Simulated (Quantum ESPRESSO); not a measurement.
**AlN (F-43m): modes at Γ and the response to a field**

Which modes does AlN (F-43m) have at the zone centre?

Program: Quantum ESPRESSO 7.5. Level of theory: DFT LDA, scalar-relativistic, plane waves, JTH PAW pseudopotentials. Results are calculated unless marked as measured.

## 1. Starting point

Symmetry: F-43m, No. 216, cubic system. Conventional cell: a = 4.368 Å, b = 4.368 Å, c = 4.368 Å, α = 90.00°, β = 90.00°, γ = 90.00°. Nearest to Al lie 4 N at 1.89 Å. N has 4 Al at 1.89 Å nearest. Farther neighbours and most contacts between anions are not listed.

## 2. A first look

A cheap run with smearing and empty bands tells whether the crystal has a gap, which decides between fixed occupations and smearing later on.

File probe.in:

```
&control
   calculation = 'scf'
   prefix = 'x'
   outdir = './tmp'
   pseudo_dir = './pseudo'
   tprnfor = .true.
   tstress = .true.
   verbosity = 'high'
/
&system
   ibrav = 0
   nat = 2
   ntyp = 2
   ecutwfc = 60.0
   ecutrho = 480.0
   occupations = 'smearing'
   smearing = 'gaussian'
   degauss = 0.01
/
&electrons
   conv_thr = 1.0d-07
   mixing_beta = 0.7
   electron_maxstep = 100
/
ATOMIC_SPECIES
 Al     26.9815  Al.upf
 N      14.0070  N.upf
CELL_PARAMETERS angstrom
    -2.183993560    0.000000000    2.183993560
     0.000000000    2.183993560    2.183993560
    -2.183993560    2.183993560    0.000000000
ATOMIC_POSITIONS crystal
 Al     0.000000000   0.000000000   0.000000000
 N      0.750000000   0.750000000   0.750000000
K_POINTS automatic
 8 8 8 0 0 0
```

The run is started by

```
$ OMP_NUM_THREADS=1 mpirun -n 4 pw.x -nk 4 -in probe.in > probe.out
```

The program printed:

```text
[banners, grids, parts of the stress and lines that vanish by symmetry left out]
Program PWSCF v.7.5
     file Al.upf: wavefunction(s)  3S 0S 3P 0P renormalized
     file N.upf: wavefunction(s)  0S 0P renormalized
[...]
kinetic-energy cutoff     =      60.0000  Ry
     charge density cutoff     =     480.0000  Ry
     scf convergence threshold =      1.0E-07
[...]
Exchange-correlation= SLA PW NOGX NOGC
                           (   1   4   0   0   0   0   0)
[...]
24 Sym. Ops. (no inversion) found
[...]
(     0          1          0      )
                  (     0          0          1      )
[...]
(  0.0000000  1.0000000  0.0000000 )
                  ( -0.0000000 -0.0000000  1.0000000 )
[...]
(     1          0         -1      )
                  (     0          0         -1      )
[...]
(  0.0000000  1.0000000  0.0000000 )
[...]
(    -1          0          1      )
                  (    -1          0          0      )
[...]
( -0.0000000 -0.0000000  1.0000000 )
                  (  0.0000000 -1.0000000 -0.0000000 )
[...]
number of k points=    29  Gaussian smearing, width (Ry)=  0.0100
[...]
End of self-consistent calculation
[...]
the Fermi energy is     9.0531 ev
!    total energy              =     -65.27989045 Ry
[...]
convergence has been achieved in   8 iterations
[...]
atom    1 type  1   force =     0.00000000    0.00000000   -0.00000000
     atom    2 type  2   force =     0.00000000    0.00000000    0.00000000
[...]
Total force =     0.000000     Total SCF correction =     0.000000
[...]
total   stress  (Ry/bohr**3)                   (kbar)     P=      -40.61
[...]
XML data file, charge density, pseudopotentials, collected wavefunctions

   JOB DONE.
```

It took 2.5 s on 4 MPI ranks of Intel Xeon at 2.60GHz (Ice Lake), shared host; 9.4 s of CPU time.

Numbers from this step:

* volume per atom: 10.42 Å³
* pressure: -4.061 GPa
* gap on the k-mesh: 3.231 eV

A gap of 3.2 eV opens on this mesh, so the crystal is taken as an insulator; the start stands at -4.1 GPa.

## 3. Relaxation

The relaxation runs at a cutoff a fifth above that of the response, since stress converges more slowly with the basis than frequencies do. Forces and stress are brought to rest with tight thresholds.

File relax.in:

```
&control
   calculation = 'vc-relax'
   prefix = 'x'
   outdir = './tmp'
   pseudo_dir = './pseudo'
   tprnfor = .true.
   tstress = .true.
   forc_conv_thr = 2.0d-05
   etot_conv_thr = 1.0d-07
   nstep = 40
/
&system
   ibrav = 0
   nat = 2
   ntyp = 2
   ecutwfc = 72
   ecutrho = 576.0
   occupations = 'fixed'
   nbnd = 6
/
&electrons
   conv_thr = 1.0d-11
   mixing_beta = 0.7
   electron_maxstep = 100
/
&ions
/
&cell
   press_conv_thr = 0.2
/
ATOMIC_SPECIES
 Al     26.9815  Al.upf
 N      14.0070  N.upf
CELL_PARAMETERS angstrom
    -2.183993560    0.000000000    2.183993560
     0.000000000    2.183993560    2.183993560
    -2.183993560    2.183993560    0.000000000
ATOMIC_POSITIONS crystal
 Al     0.000000000   0.000000000   0.000000000
 N      0.750000000   0.750000000   0.750000000
K_POINTS automatic
 8 8 8 0 0 0
```

The run is started by

```
$ OMP_NUM_THREADS=1 mpirun -n 4 pw.x -nk 4 -in relax.in > relax.out
```

The program printed:

```text
[banners, grids, parts of the stress and lines that vanish by symmetry left out]
[banner, memory and clock lines left out]
Program PWSCF v.7.5

[...]
kinetic-energy cutoff     =      72.0000  Ry
     charge density cutoff     =     576.0000  Ry
     scf convergence threshold =      1.0E-11
[...]
energy convergence thresh.=      1.0E-07
     force convergence thresh. =      2.0E-05
     press convergence thresh. =      2.0E-01
     Exchange-correlation= SLA PW NOGX NOGC
                           (   1   4   0   0   0   0   0)
[...]
24 Sym. Ops. (no inversion) found
[...]
number of k points=    29
[...]
End of self-consistent calculation
[...]
highest occupied, lowest unoccupied level (ev):     6.6618    9.8939
!    total energy              =     -65.28034031 Ry
[...]
convergence has been achieved in  11 iterations
[...]
atom    1 type  1   force =     0.00000000    0.00000000    0.00000000
     atom    2 type  2   force =     0.00000000    0.00000000    0.00000000
     Total force =     0.000000     Total SCF correction =     0.000000
[...]
total   stress  (Ry/bohr**3)                   (kbar)     P=      -42.57
[...]
number of bfgs steps    =   0
[...]
CELL_PARAMETERS (angstrom)
[...]
ATOMIC_POSITIONS (crystal)
Al               0.0000000000        0.0000000000        0.0000000000
N                0.7500000000        0.7500000000        0.7500000000
[...]
New effective cutoffs (rho, wfc):  583.20   73.05
[...]
End of self-consistent calculation
[...]
highest occupied, lowest unoccupied level (ev):     6.8901   10.1318
!    total energy              =     -65.28076769 Ry
[...]
convergence has been achieved in   6 iterations
[...]
atom    1 type  1   force =     0.00000000    0.00000000   -0.00000000
     atom    2 type  2   force =     0.00000000    0.00000000    0.00000000
     Total force =     0.000000     Total SCF correction =     0.000000
[...]
total   stress  (Ry/bohr**3)                   (kbar)     P=        1.86
[...]
number of bfgs steps    =   1
[...]
CELL_PARAMETERS (angstrom)
[...]
ATOMIC_POSITIONS (crystal)
Al              -0.0000000000       -0.0000000000        0.0000000000
N                0.7500000000        0.7500000000        0.7500000000
[...]
New effective cutoffs (rho, wfc):  582.85   73.00
[...]
End of self-consistent calculation
[...]
highest occupied, lowest unoccupied level (ev):     6.8805   10.1219
!    total energy              =     -65.28076845 Ry
[...]
convergence has been achieved in   6 iterations
[...]
atom    1 type  1   force =     0.00000000    0.00000000    0.00000000
     atom    2 type  2   force =     0.00000000    0.00000000    0.00000000
     Total force =     0.000000     Total SCF correction =     0.000000
[...]
total   stress  (Ry/bohr**3)                   (kbar)     P=       -0.05
[...]
number of bfgs steps    =   2
[...]
small trust_radius: resetting bfgs history
[...]
CELL_PARAMETERS (angstrom)
[...]
ATOMIC_POSITIONS (crystal)
Al              -0.0000000000       -0.0000000000        0.0000000000
N                0.7500000000        0.7500000000        0.7500000000
[...]
New effective cutoffs (rho, wfc):  582.86   73.00
[...]
End of self-consistent calculation
[...]
highest occupied, lowest unoccupied level (ev):     6.8808   10.1222
!    total energy              =     -65.28076845 Ry
[...]
convergence has been achieved in   4 iterations
[...]
atom    1 type  1   force =    -0.00000000   -0.00000000   -0.00000000
     atom    2 type  2   force =     0.00000000    0.00000000   -0.00000000
     Total force =     0.000000     Total SCF correction =     0.000000
[...]
total   stress  (Ry/bohr**3)                   (kbar)     P=        0.00
[...]
bfgs converged in   4 scf cycles and   3 bfgs steps
[...]
End of BFGS Geometry Optimization
     Final enthalpy           =     -65.2807684548 Ry
     File ./tmp/x.bfgs deleted, as requested
[...]
CELL_PARAMETERS (angstrom)
[...]
ATOMIC_POSITIONS (crystal)
Al              -0.0000000000       -0.0000000000        0.0000000000
N                0.7500000000        0.7500000000        0.7500000000
[...]
Final scf calculation at the relaxed structure.
[...]
kinetic-energy cutoff     =      72.0000  Ry
     charge density cutoff     =     576.0000  Ry
     scf convergence threshold =      1.0E-13
[...]
press convergence thresh. =      2.0E-01
     Exchange-correlation= SLA PW NOGX NOGC
                           (   1   4   0   0   0   0   0)
[...]
24 Sym. Ops. (no inversion) found
[...]
number of k points=    29
[...]
End of self-consistent calculation
[...]
highest occupied, lowest unoccupied level (ev):     6.8810   10.1222
!    total energy              =     -65.28072101 Ry
[...]
convergence has been achieved in  12 iterations
[...]
atom    1 type  1   force =    -0.00000000   -0.00000000    0.00000000
     atom    2 type  2   force =    -0.00000000   -0.00000000    0.00000000
     Total force =     0.000000     Total SCF correction =     0.000000
[...]
total   stress  (Ry/bohr**3)                   (kbar)     P=        0.03
[...]
XML data file, charge density, pseudopotentials, collected wavefunctions
```

Wall time 6.1 s (4 MPI ranks).

Relaxation path:

| step | energy less that of the first step (eV) | largest force (eV/Å) | pressure (GPa) | volume (Å³) |
| --- | --- | --- | --- | --- |
| 1 | 0.0000 | 0.0000 | -4.26 | 20.83 |
| 2 | -0.0058 | 0.0000 | 0.19 | 20.39 |
| 3 | -0.0058 | 0.0000 | -0.01 | 20.40 |
| 4 | -0.0058 | 0.0000 | 0.00 | 20.40 |
| 5 | -0.0052 | 0.0000 | 0.00 | 20.40 |

| conventional cell, symmetrised | before | after | change |
| --- | --- | --- | --- |
| a (Å) | 4.368 | 4.338 | -0.7 % |
| b (Å) | 4.368 | 4.338 | -0.7 % |
| c (Å) | 4.368 | 4.338 | -0.7 % |
| volume (Å³/atom) | 10.42 | 10.20 | -2.1 % |

Final coordinates:

```xyz
2
Lattice="-2.1688 0.0000 2.1688 0.0000 2.1688 2.1688 -2.1688 2.1688 0.0000" Properties=species:S:1:pos:R:3 pbc="T T T"
Al    0.0000    0.0000    0.0000
N    -3.2532    3.2532    3.2532
```

The last row of the table of steps is pw.x's closing run on a basis chosen anew for the final cell, so its energy can jump.

This step gave:

* volume per atom: 10.20 Å³
* pressure: 0.003000 GPa
* gap on the k-mesh: 3.241 eV

The volume changes by -2.1 % from the cell with which this run began.

## 4. Ground state

The response is built on this ground state, so it is converged far tighter than an energy would need. With a gap, occupations are fixed, which also allows the response to an electric field.

File scf.in:

```
&control
   calculation = 'scf'
   prefix = 'x'
   outdir = './tmp'
   pseudo_dir = './pseudo'
   tprnfor = .true.
   tstress = .true.
/
&system
   ibrav = 0
   nat = 2
   ntyp = 2
   ecutwfc = 60.0
   ecutrho = 480.0
   occupations = 'fixed'
   nbnd = 6
/
&electrons
   conv_thr = 1.0d-12
   mixing_beta = 0.7
   electron_maxstep = 100
/
ATOMIC_SPECIES
 Al     26.9815  Al.upf
 N      14.0070  N.upf
CELL_PARAMETERS angstrom
    -2.168827219    0.000000000    2.168827219
     0.000000000    2.168827219    2.168827219
    -2.168827219    2.168827219    0.000000000
ATOMIC_POSITIONS crystal
 Al     0.000000000   0.000000000   0.000000000
 N      0.750000000   0.750000000   0.750000000
K_POINTS automatic
 8 8 8 0 0 0
```

The run is started by

```
$ OMP_NUM_THREADS=1 mpirun -n 4 pw.x -nk 4 -in scf.in > scf.out
```

The program printed:

```text
[banners, grids, parts of the stress and lines that vanish by symmetry left out]
[banner, memory and clock lines left out]
Program PWSCF v.7.5

[...]
kinetic-energy cutoff     =      60.0000  Ry
     charge density cutoff     =     480.0000  Ry
     scf convergence threshold =      1.0E-12
[...]
Exchange-correlation= SLA PW NOGX NOGC
                           (   1   4   0   0   0   0   0)
[...]
24 Sym. Ops. (no inversion) found
[...]
number of k points=    29
[...]
End of self-consistent calculation
[...]
highest occupied, lowest unoccupied level (ev):     6.8820   10.1223
!    total energy              =     -65.28026230 Ry
[...]
convergence has been achieved in  12 iterations
[...]
atom    1 type  1   force =    -0.00000000    0.00000000   -0.00000000
     atom    2 type  2   force =    -0.00000000    0.00000000   -0.00000000
     Total force =     0.000000     Total SCF correction =     0.000000
[...]
total   stress  (Ry/bohr**3)                   (kbar)     P=        2.19
[...]
XML data file, charge density, pseudopotentials, collected wavefunctions
```

The job ended after 2.7 s (4 MPI ranks).

Numbers from this step:

* pressure: 0.219 GPa
* gap on the k-mesh: 3.240 eV

The cell stands at 0.22 GPa, close enough for stiff modes, while soft ones can move.

(Part 1 of 2 ends here.)

[Host names and launcher messages were left out of these logs when they were recorded.]

[Logs are printed without paths, hosts, clocks, repeated set-up lines and the standing remarks that a program may print on its own settings, such as how far it seeks lower states.]

[Hosts, paths, dates, database ids (printed as entryN), source tags and the programs' standing remarks are cut or masked in the printed files.]
